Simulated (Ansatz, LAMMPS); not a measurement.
# Li+ triflate in diglyme and sulfolane, from a frame at 350 K (181 atoms): geometry optimisation, part 3 of 3

Aim: bring Li+ triflate in diglyme and sulfolane, from a frame at 350 K (181 atoms) to a nearby minimum of the energy and see what moves.

Ansatz 0.2.0; Kohn-Sham DFT, PBE+D4, PAW (set soft_2), plane waves.

The cell: 42 C, 31 O, 86 H, 6 S, 12 F and 4 Li. The network of contacts between molecules at the start is that of the classical potential that made the cell. The density was typed from a rule of thumb and may lie off the real one at this temperature. The Brillouin zone is sampled at Γ only, in a cell whose shortest periodic width is 13 Å.

So far. Step 4 (Relaxation): The relaxation changed the energy by -48.1 meV/atom, and atoms moved by 0.83 Å r.m.s., 1.8 Å at most.

## (6) Single point at the relaxed geometry

The electronic structure is read at the final geometry, in a run of its own.

File input.yaml:

```yaml
crystal:
  lattice:
    - [12.72232, 0.0, 0.0]
    - [0.0, 12.72232, 0.0]
    - [0.0, 0.0, 12.72232]
  atoms:
    - { symbol: C, position: [0.86641, 0.26098, 0.70404] }
    - { symbol: O, position: [0.78181, 0.2038, 0.65799] }
    - { symbol: C, position: [0.78179, 0.09689, 0.69052] }
    - { symbol: C, position: [0.67884, 0.04349, 0.66334] }
    - { symbol: O, position: [0.66926, 0.00448, 0.55724] }
    - { symbol: C, position: [0.678, 0.08258, 0.47553] }
    - { symbol: C, position: [0.58526, 0.15899, 0.47194] }
    - { symbol: O, position: [0.6036, 0.23501, 0.39106] }
    - { symbol: C, position: [0.6401, 0.33346, 0.43003] }
    - { symbol: H, position: [0.85957, 0.26248, 0.79038] }
    - { symbol: H, position: [0.94332, 0.22636, 0.68378] }
    - { symbol: H, position: [0.86242, 0.34172, 0.67451] }
    - { symbol: H, position: [0.84889, 0.05399, 0.65519] }
    - { symbol: H, position: [0.79153, 0.09275, 0.77688] }
    - { symbol: H, position: [0.67045, 0.97314, 0.71231] }
    - { symbol: H, position: [0.61303, 0.09639, 0.68236] }
    - { symbol: H, position: [0.75191, 0.12639, 0.4847] }
    - { symbol: H, position: [0.6812, 0.03794, 0.40174] }
    - { symbol: H, position: [0.57351, 0.19811, 0.54814] }
    - { symbol: H, position: [0.51282, 0.11637, 0.45277] }
    - { symbol: H, position: [0.66636, 0.37972, 0.36201] }
    - { symbol: H, position: [0.57674, 0.37659, 0.47082] }
    - { symbol: H, position: [0.70631, 0.32462, 0.48525] }
    - { symbol: C, position: [0.93928, 0.27895, 0.43579] }
    - { symbol: O, position: [0.94359, 0.38319, 0.39667] }
    - { symbol: C, position: [0.04434, 0.40526, 0.35398] }
    - { symbol: C, position: [0.04888, 0.5207, 0.32251] }
    - { symbol: O, position: [0.1508, 0.54455, 0.28204] }
    - { symbol: C, position: [0.1625, 0.52253, 0.17205] }
    - { symbol: C, position: [0.2787, 0.51394, 0.15091] }
    - { symbol: O, position: [0.32881, 0.60614, 0.19144] }
    - { symbol: C, position: [0.43931, 0.60472, 0.17104] }
    [... 143 atom lines left out ...]
    - { symbol: F, position: [0.44388, 0.66003, 0.796] }
    - { symbol: F, position: [0.58785, 0.72935, 0.85977] }
    - { symbol: Li, position: [0.98254, 0.74709, 0.01165] }
    - { symbol: Li, position: [0.59576, 0.99515, 0.94272] }
    - { symbol: Li, position: [0.57423, 0.87794, 0.53571] }
    - { symbol: Li, position: [0.26237, 0.68441, 0.31791] }
kpoints:
  mp_grid: { grid: [1, 1, 1] }
hamiltonian:
  xc: pbe
  dispersion: d4
scf:
  occupations: { method: gaussian, width: 0.05 }
output:
  forces: true
  stress: true
  populations: intrinsic
  dos:
    method: { smearing: { sigma: 0.15 } }
    de: 0.1
    projected: { site_lists: { C: [C], F: [F], H: [H], Li: [Li], O: [O] } }
  eigenvalues: true
  write_density: true
  write_potential: true
  volumetric_format: npy
  elf: true
```

Run with:

```sh
$ ansatz run input.yaml --threads 4 --pin off --max-ram 8192MiB --backend cpu --events-out ev --progress --plain --runs-dir out
```

Numbers of over 12 decimals in the logs are rounded to 6 here.

Output:

```text
[...]
Crystal: 181 atoms, lattice volume = 2059.202 Å³
Basis set: ecut = 420 eV, 40243 PW (Γ), exchange–correlation on 180×180×180 points (8 copies of the dense FFT grid, shifted against one another)
Bands: 467, of which v1, the nominal top of the filled ones, is band 286 counted from 1 (285 counted from 0)
Symmetry: 1 space group operations
[...]
k-points: 1
[...]
SCF iter   1: F=—  HF=-45429.709058 eV  |F-HF|=—  |Δ(HF+E_count)|=         —  Δρ=5.18e-3  dr2=8.46e-1  ethr=1.77e-3  ⟨swp⟩=5.0  Hψ=2040  notcnv=0  defer=146
[...]
SCF iter  11: F=-45429.472177 eV  HF=-45429.472177 eV  |F-HF|=1.11e-8  |Δ(HF+E_count)|=   4.70e-9  Δρ=1.13e-6  dr2=2.41e-8  ethr=1.75e-11  ⟨swp⟩=9.0  Hψ=2330  notcnv=0
SCF 1 converged in 11 iterations: F = -45429.472177 eV  dr2 = 2.41e-8
[...]
WARN: The input density's exchange-correlation potential varies sharply where the density is thin. Do not read a vacuum level from v_tot or v_xc, or from such a field of the output density. On a cell that repeats whose density bears no net charge and no dipole along the vacuum's axis use v_es (v_loc + v_h of the components); [...]
SCF converged after 11 iterations
Free energy (F): -45429.472177 eV
[...]
Internal energy: -45429.472177 eV  (E = F + TS)
E sigma→0 (E₀):  -45429.472177 eV
Fermi energy:    1.973250 eV
[...]
--- Forces (eV/Å), atoms counted from 1 ---
  atom   1  C      0.00244002    -0.00073119     0.00129953
  atom   2  O      0.00079877     0.00195662    -0.00035218
  atom   3  C     -0.00073109    -0.00170418     0.00788221
  atom   4  C      0.00244956    -0.00168610    -0.00407521
  atom   5  O      0.00032300     0.00265112    -0.00359324
  atom   6  C     -0.00432187    -0.00349108     0.00377797
  atom   7  C     -0.00036136    -0.00861400     0.00036376
  atom   8  O      0.00981753     0.01078962     0.00842905
  atom   9  C      0.01505963     0.02068762     0.00592596
  atom  10  H     -0.00043824     0.00047824    -0.00144945
  atom  11  H     -0.00218947     0.00146524    -0.00014587
  atom  12  H      0.00013691    -0.00112984    -0.00124572
  atom  13  H      0.00216829     0.00019013    -0.00136784
  atom  14  H      0.00065486     0.00014734    -0.00421745
[...]
atom 180  Li    -0.00125730    -0.00104320    -0.00043966
  atom 181  Li     0.00106015     0.00203197     0.00212993
  max |Σ_I F_I| component: 7.78e-5 eV/Å
--- Stress (GPa, compression-positive) ---
       -0.137778      -0.076030      -0.020193
       -0.076030      -0.226824      -0.063986
       -0.020192      -0.063986      -0.271414
  P = ⅓ Tr σ = -0.2120 GPa (-2.120 kbar)
--- Band table (eV) ---
[...]
--- intrinsic populations: 181 sites ---
  site symbol       q [e]
     0      C      4.2966
     1      O      6.3941
     2      C      4.1259
[...]
180     Li      2.2571
  spilling = 0.000000 (of n_electrons = 572.000000)
```

It took 55 s on 4 threads of Arm Neoverse V1, shared host; peak memory 2.9 GiB; 3.6 min of CPU time.

The program notes that the exchange-correlation potential is rough where the density is thin.

The run gave:

```yaml
free_energy: -45429.4722 eV
free_energy_per_atom: -250.9916 eV/atom
scf_cycles: 11
pressure: -0.212 GPa
r_m_s_force_component: 0.00637 eV/Å
longest_force: 0.05528 eV/Å
fermi_energy: 1.973 eV
spacing_of_highest_filled_and_lowest_empty_level: 4.419 eV
```

Intrinsic-atomic-orbital charges by element:

| element | coordination | atoms | mean charge (e) | spread | least | most |
| --- | --- | --- | --- | --- | --- | --- |
| C | all | 42 | -0.158 | 0.27 | -0.555 | 0.574 |
| F | all | 12 | -0.267 | 0.0077 | -0.280 | -0.256 |
| H | all | 86 | 0.173 | 0.0217 | 0.133 | 0.227 |
| Li | all | 4 | 0.760 | 0.0148 | 0.743 | 0.779 |
| O | all | 31 | -0.677 | 0.265 | -0.977 | -0.381 |
| S | all | 6 | 2.16 | 0.106 | 2.00 | 2.24 |

States in the cell by windows of 1 eV, zero at the Fermi level; the larger projections on atomic orbitals stand beside the total:

| from (eV) | to (eV) | total | C p | O p | H s | F p | C s |
| --- | --- | --- | --- | --- | --- | --- | --- |
| -14 | -13 | 14.8 | 1.5 | 2.2 | 3.9 | 0.1 | 5.9 |
| -13 | -12 | 18.1 | 3.6 | 1.5 | 2.8 | 2.7 | 3.4 |
| -12 | -11 | 38.1 | 8.4 | 2.4 | 5.8 | 11.3 | 5.7 |
| -11 | -10 | 7.2 | 0.8 | 2.5 | 0.1 | 1.1 | 0.1 |
| -10 | -9 | 32.5 | 14.7 | 8.5 | 4.9 | 0.4 | 0.5 |
| -9 | -8 | 66.4 | 19.9 | 19.6 | 6.9 | 12.5 | 0.6 |
| -8 | -7 | 62.4 | 17.6 | 13.2 | 7.6 | 19.3 | 0.6 |
| -7 | -6 | 46.6 | 19.6 | 5.1 | 9.4 | 11.4 | 0.3 |
| -6 | -5 | 51.4 | 18.1 | 21.0 | 9.9 | 0.3 | 0.2 |
| -5 | -4 | 55.2 | 8.9 | 35.4 | 5.6 | 1.5 | 0.6 |
| -4 | -3 | 25.0 | 2.6 | 18.5 | 2.6 | 0.4 | 0.3 |
| -3 | -2 | 19.5 | 1.7 | 14.2 | 3.3 | 0.0 | 0.1 |
| -2 | 1 | 0.0 | 0.0 | 0.0 | 0.0 | 0.0 | 0.0 |
| 1 | 2 | 0.1 | 0.0 | 0.0 | 0.0 | 0.0 | 0.0 |
| 2 | 3 | 12.7 | 1.6 | 0.7 | 3.4 | 0.0 | 1.5 |
| 3 | 4 | 44.5 | 9.7 | 3.1 | 7.9 | 0.7 | 3.2 |
| 4 | 5 | 55.7 | 12.3 | 5.2 | 7.7 | 1.7 | 3.4 |

Between -26 and -14 eV lie 103 more states.

About 32 of the 572 electrons lie in deeper levels, below the stored range.

Not all projections were asked for or kept, so they needn't add up to the total.

The levels nearest the highest filled one (over half full), pooled over k-points and spins:

| level less the highest filled one (eV) | occupation |
| --- | --- |
| -0.448 | 2 |
| -0.361 | 2 |
| -0.280 | 2 |
| -0.258 | 2 |
| -0.119 | 2 |
| 0 | 2 |
| 4.42 | 0 |
| 4.77 | 0 |
| 4.80 | 0 |
| 4.93 | 0 |
| 5.09 | 0 |
| 5.19 | 0 |

Electrostatic potential energy in the ab plane at fractional z = 0.075, with atoms of H and C and O and S and F within 0.2 Å of it. With pseudopotentials it is smooth inside the atoms' cores, unlike the true potential.

Ten even steps from '0' (-38 eV) to '9' (6 eV), each cell a mean:
```
999999999999999999999999999999999999
999999999999999999999999987667899999
999999999999999999999999862002799999
999999999999999999999999850000589999
999999768999999999999999874124799999
899999637999999999999999877778999988
899999999999999999999985457899999988
999999999999999999999940017999999999
999999999999999878999972159999999999
999999999999999614999999999999999999
999999999888999888999999999999999999
999999999713899999999999999999999999
999999999877999999999999999998899999
999999999999999999999999998662179999
999999999999999999999999983004689999
999999999999999999999999874116899999
999999998899999999867888888778999999
985347645799999997101432478888888999
960003001799999998201200158899988999
985356213799999999987521468899999999
999999840699999999999877889999999999
999999986899999999999999999999999999
999999999999999999999999999999999999
999999999999999999999999999999999999
```
Columns run along a (12.7 Å; values clipped at the 3rd and 97th percentile), rows up along b (12.7 Å). Atoms in or near the plane, at fractional coordinates: H at (0.29, 0.51), H at (0.45, 0.60), C at (0.20, 0.21), O at (0.09, 0.22), H at (0.23, 0.13), O at (0.53, 0.25), H at (0.83, 0.43), S at (0.77, 0.85), F at (0.66, 0.67).

ELF in the ab plane at fractional z = 0.075, with atoms of H and C and O and S and F within 0.2 Å of it. It is the smooth field of the valence electrons, not physical close to the nuclei.

Values in units of 1e-1, 13 rows by 16 columns, each cell a mean:
```
1.0 0.2 0.1 0.0 0.4 3.4 2.5 0.3 0.7 0.8 4.7 2.3 3.7 5.5 1.5 0.2
0.1 0.1 0.6 1.8 0.4 0.3 0.3 0.1 0.1 2.0 6.2 5.5 3.3 4.3 0.8 0.1
1.6 0.3 6.0 9.5 3.8 0.0 0.0 0.0 0.0 0.2 1.0 5.6 5.3 4.3 2.0 0.5
1.4 0.4 3.8 6.9 1.9 0.0 0.1 0.2 0.1 3.0 5.7 4.6 1.5 0.8 0.5 0.3
0.4 0.7 2.6 0.3 0.2 0.3 3.8 7.7 2.6 3.8 7.4 6.8 0.6 0.1 0.1 0.5
0.7 2.8 6.5 1.4 5.1 2.8 4.5 9.6 5.0 0.4 2.4 1.8 0.1 0.1 0.1 1.3
0.1 1.3 1.8 2.3 9.4 8.1 0.7 1.9 0.6 0.0 0.2 1.0 3.5 7.1 2.3 0.1
0.1 1.5 1.6 0.3 2.1 1.8 0.1 0.0 0.2 0.1 0.9 4.7 6.8 9.7 5.9 0.1
1.6 3.0 0.6 3.2 4.0 0.6 0.1 2.7 5.3 2.2 1.5 5.6 5.1 4.3 1.2 0.1
5.9 7.8 5.3 7.6 8.6 2.2 0.6 6.6 6.9 6.8 4.9 3.2 2.1 6.5 8.3 0.6
5.2 7.1 5.8 6.7 5.6 0.5 0.4 5.0 6.8 5.7 6.5 5.8 1.6 3.5 4.8 0.3
0.6 1.1 2.2 9.5 7.7 0.5 0.0 0.3 0.7 1.0 1.3 1.3 2.0 0.1 0.3 1.4
0.4 0.4 0.2 1.2 0.5 2.2 1.7 0.1 0.2 0.1 0.2 0.1 0.6 1.1 0.3 1.4
```
Columns run along a (12.7 Å), rows up along b (12.7 Å). Atoms in or near the plane, at fractional coordinates: H at (0.29, 0.51), H at (0.45, 0.60), C at (0.20, 0.21), O at (0.09, 0.22), H at (0.23, 0.13), O at (0.53, 0.25), H at (0.83, 0.43), S at (0.77, 0.85), F at (0.66, 0.67).

Mean intrinsic-atomic-orbital charges: C -0.16, F -0.27, H +0.17, Li +0.76, O -0.68, S +2.16 e.

A closer look about Li179, one of the 4 Li atoms: 9 atoms, nearest first, numbered in the order of the input, with positions taken from that point.

| atom | x | y | z | distance (Å) | bonds | intrinsic-atomic-orbital charge (e) |
| --- | --- | --- | --- | --- | --- | --- |
| Li179 | 0.00 | 0.00 | 0.00 | 0.00 | 3 | 0.78 |
| O154 | 1.00 | -1.29 | 0.88 | 1.86 | 2 | -0.96 |
| O172 | -1.19 | -0.58 | -1.32 | 1.87 | 2 | -0.98 |
| O131 | 0.67 | 1.75 | 0.24 | 1.89 | 2 | -0.96 |
| H15 | 0.95 | -0.28 | -2.93 | 3.09 | 1 | 0.19 |
| S132 | 0.54 | 2.84 | 1.24 | 3.15 | 4 | 2.00 |
| S171 | -1.77 | -1.63 | -2.17 | 3.24 | 4 | 2.24 |
| S155 | 2.19 | -1.81 | 1.56 | 3.24 | 4 | 2.24 |
| F169 | -1.01 | -0.49 | 3.11 | 3.30 | 1 | -0.26 |

The column of bonds counts only the pairs H-C within 1.34 Å, C-C within 1.85 Å, C-O within 1.73 Å, C-F within 1.62 Å, C-S within 2.21 Å, O-S within 1.88 Å, O-Li within 2.27 Å; other neighbours, such as metal atoms beside each other in a compound, aren't counted, and periodic images can show an atom twice.

## (7) Changed: basis.ecutwfc = "600 eV"

Changed here: basis.ecutwfc = "600 eV".

input.yaml, the sections that differ from step 6:

```yaml
crystal:
  lattice:
    - [12.72232, 0.0, 0.0]
    - [0.0, 12.72232, 0.0]
    - [0.0, 0.0, 12.72232]
  atoms:
    [... the 181 atom lines of step 3 ...]
output:
  forces: true
  stress: true
  populations: intrinsic
  dos:
    method: { smearing: { sigma: 0.15 } }
    de: 0.1
    projected: { site_lists: { C: [C], F: [F], H: [H], Li: [Li], O: [O] } }
  eigenvalues: true
basis:
  ecutwfc: "600 eV"
# kpoints, hamiltonian, scf: as in step 6
```

Output:

```text
[...]
Crystal: 181 atoms, lattice volume = 2059.202 Å³
Basis set: ecut = 600 eV, 68699 PW (Γ), exchange–correlation on 216×216×216 points (8 copies of the dense FFT grid, shifted against one another)
Bands: 467, of which v1, the nominal top of the filled ones, is band 286 counted from 1 (285 counted from 0)
Symmetry: 1 space group operations
[...]
k-points: 1
[...]
SCF iter   1: F=—  HF=-45421.641176 eV  |F-HF|=—  |Δ(HF+E_count)|=         —  Δρ=5.50e-3  dr2=8.35e-1  ethr=1.77e-3  ⟨swp⟩=6.0  Hψ=2263  notcnv=0  defer=65
[...]
SCF iter  10: F=—  HF=-45421.413941 eV  |F-HF|=—  |Δ(HF+E_count)|=   1.92e-7  Δρ=2.97e-6  dr2=1.69e-7  ethr=1.34e-10  ⟨swp⟩=2.0  Hψ=559  notcnv=0  defer=176
SCF iter  11: F=-45421.413941 eV  HF=-45421.413941 eV  |F-HF|=2.98e-9  |Δ(HF+E_count)|=  9.90e-10  Δρ=1.01e-6  dr2=2.02e-8  ethr=1.75e-11  ⟨swp⟩=15.0  Hψ=2910  notcnv=0
SCF 1 converged in 11 iterations: F = -45421.413941 eV  dr2 = 2.02e-8
[...]
SCF converged after 11 iterations
Free energy (F): -45421.413941 eV
[...]
Internal energy: -45421.413941 eV  (E = F + TS)
E sigma→0 (E₀):  -45421.413941 eV
Fermi energy:    1.904148 eV
[...]
Σ components = -45421.413941   (vs F -45421.413941, Δ=0.00e0)
--- Forces (eV/Å), atoms counted from 1 ---
  atom   1  C     -1.01054738    -0.15741183    -0.86208632
  atom   2  O      0.47338231     1.35562272    -0.15974522
  atom   3  C     -1.76239538     0.67200538     0.67802808
  atom   4  C      3.21595138    -2.03535357     0.03022194
[...]
atom 181  Li     0.22467784    -0.00018883     0.13006931
  max |Σ_I F_I| component: 6.84e-5 eV/Å
--- Stress (GPa, compression-positive) ---
        1.394643       0.439362       0.201655
        0.439362       0.850468       0.307607
        0.201655       0.307607       1.139364
  P = ⅓ Tr σ = 1.1282 GPa (11.282 kbar)
--- Band table (eV) ---
[...]
--- intrinsic populations: 181 sites ---
  site symbol       q [e]
     0      C      4.2929
     1      O      6.3995
     2      C      4.1404
[...]
180     Li      2.2575
  spilling = -0.000000 (of n_electrons = 572.000000)
```

The job ended after 80 s (4 threads; peak memory 4.6 GiB; 5.2 min of CPU time).

Geometry and reference: those of the single point at the start.

Forces differ from those of the single point at the start by 4.8 meV/Å r.m.s., 0.51 % of their size; the energy by -3.5 meV/atom and the pressure by -0.021 GPa. It took 1.6 times the reference's time (shared host, so rough).

## (8) What came out

| Property | Result |
| --- | --- |
| energy change in the relaxation | -48.05 meV/atom |
| r.m.s. displacement | 0.835 Å |
| largest displacement | 1.805 Å |
| free energy per atom | -250.9916 eV/atom |
| pressure | -0.212 GPa |
| r.m.s. force component | 0.00637 eV/Å |
| gap (highest filled to lowest empty level) | 4.419 eV |
| wall time of the 4 DFT runs | 15 min |

**Reading.** Relaxation lowers the energy by 48.1 meV/atom and moves atoms by 0.83 Å r.m.s.; the r.m.s. force component goes from 0.95 to 0.0064 eV/Å, the pressure goes from 1.1 to -0.21 GPa, and the gap from 4.22 to 4.42 eV. From the first step to the last the energy fell by 8.698 eV, and the largest move was 1.81 Å (H140). The C-S bonds change most in mean length: from 1.817 Å (spread 0.044) to 1.842 Å (spread 0.033). The highest filled and lowest empty levels differ by 4.42 eV (at Γ alone); a semilocal functional tends to put such gaps too low. In a disordered cell it changes from sample to sample and from frame to frame.

What to keep in mind: The network of contacts between molecules at the start is that of the classical potential that made the cell; in DFT atoms moved by 0.83 Å r.m.s.

[Logs are printed without paths, hosts, clocks, repeated set-up lines and the standing remarks that a program may print on its own settings, such as how far it seeks lower states.]

[Hosts, paths, dates, database ids (printed as entryN), source tags and the programs' standing remarks are cut or masked in the printed files.]
